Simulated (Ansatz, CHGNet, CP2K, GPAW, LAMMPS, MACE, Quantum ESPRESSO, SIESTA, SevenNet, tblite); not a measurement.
**A faulty GPAW run on glassy 62SiO2-21B2O3-8Na2O-8MgO (mol %) (80 atoms)**

Program: GPAW 26.7.0, a calculation on a cell of 15 Si, 10 B, 4 Na, 2 Mg and 49 O, 12.0 Å³ an atom.

run.py

```python
import numpy as np
from ase.io import read
from gpaw import GPAW, FermiDirac

atoms = read("structure.xyz")
atoms.calc = GPAW(
    mode="lcao",
    basis="dzp",
    h=0.18,
    xc="PBE96",
    kpts={"size": (1, 1, 1), "gamma": True},
    occupations=FermiDirac(0.05),
    maxiter=60,
    symmetry={"point_group": False},
    txt="gpaw.txt",
)
energy = atoms.get_potential_energy(force_consistent=True)
forces = atoms.get_forces()
print(f"energy {energy:.6f} eV")
print("forces (eV/A)")
for i, (a, f) in enumerate(zip(atoms, forces)):
    print(f"{i:4d} {a.symbol:2s} {f[0]:10.5f} {f[1]:10.5f} {f[2]:10.5f}")
print(f"Fermi level {atoms.calc.get_fermi_level():.4f} eV")
for k in range(len(atoms.calc.get_ibz_k_points())):
    for s in range(atoms.calc.get_number_of_spins()):
        e = atoms.calc.get_eigenvalues(kpt=k, spin=s)
        n = np.searchsorted(e, atoms.calc.get_fermi_level())
        print(f"k {k} spin {s} levels about the Fermi level:", np.round(e[max(n - 6, 0):n], 4).tolist(), "|", np.round(e[n:n + 6], 4).tolist())
```

structure.xyz

```xyz
80
Lattice="9.86421 0.00000 0.00000 0.00000 9.86421 0.00000 0.00000 0.00000 9.86421" Properties=species:S:1:pos:R:3 pbc="T T T"
Si 3.39112 0.37671 5.01418
Si 0.17203 0.48808 2.84790
Si 6.67886 3.24039 4.77724
Si 8.90620 6.42061 1.05784
Si 9.13002 4.41512 3.38688
Si 4.23964 5.30596 4.45369
Si 1.35426 5.63237 5.19341
Si 6.92468 0.46766 1.79578
Si 0.81242 1.45211 5.82304
Si 1.90951 5.45451 0.49282
[... 66 atom lines left out ...]
O 8.70260 8.24352 7.52225
O 7.25838 9.46471 0.41479
O 4.77073 0.06274 5.80045
O 5.85549 4.28580 1.29645
```

Command:

```bash
$ OMP_NUM_THREADS=1 python run.py > output.txt
```

Output:

```text
ValueError: not enough values to unpack (expected 2, got 1)
NameError: Unknown functional: PBE96.
```

gpaw.txt:

```text
Input parameters:
  mode=LCAO(),
  basis={'default': 'dzp'},
  h=0.18,
  kpts=MonkhorstPack(size=(1, 1, 1), gamma=True),
  maxiter=60,
  occupations=Occupations(name='fermi-dirac', width=0.05, fixmagmom=False),
  symmetry=Symmetry(point_group=False),
  xc=XC(name='PBE96')
timing:  # [seconds]
  Total: 0.027  # ━━━━━━━━━━━━━━━━━━━━━━━━━━━━━━━━━━━━━━━━━━━━━━━━━━━━━━━━━━━
  Init:  0.007  # ━━━━━━━━━━━━━━━╸
```

Elapsed: 1.2 s, on 1 thread of Arm Neoverse V2, shared host; peak memory 0.11 GiB.

Banners, paths, timers and routine set-up lines are dropped from the logs unmarked, and long logs keep their key lines alone; longer cuts are marked.

Q: Find the fault and mend it.

An unknown functional: functional PBE96.

The program stopped at the start.

[Also dropped from logs without a mark: logging warnings of Python, and SIESTA's first energy breakdown and zero terms.]

[Logs are printed without paths, hosts, clocks, repeated set-up lines and the standing remarks that a program may print on its own settings, such as how far it seeks lower states.]

[Hosts, paths, dates, database ids (printed as entryN), source tags and the programs' standing remarks are cut or masked in the printed files.]
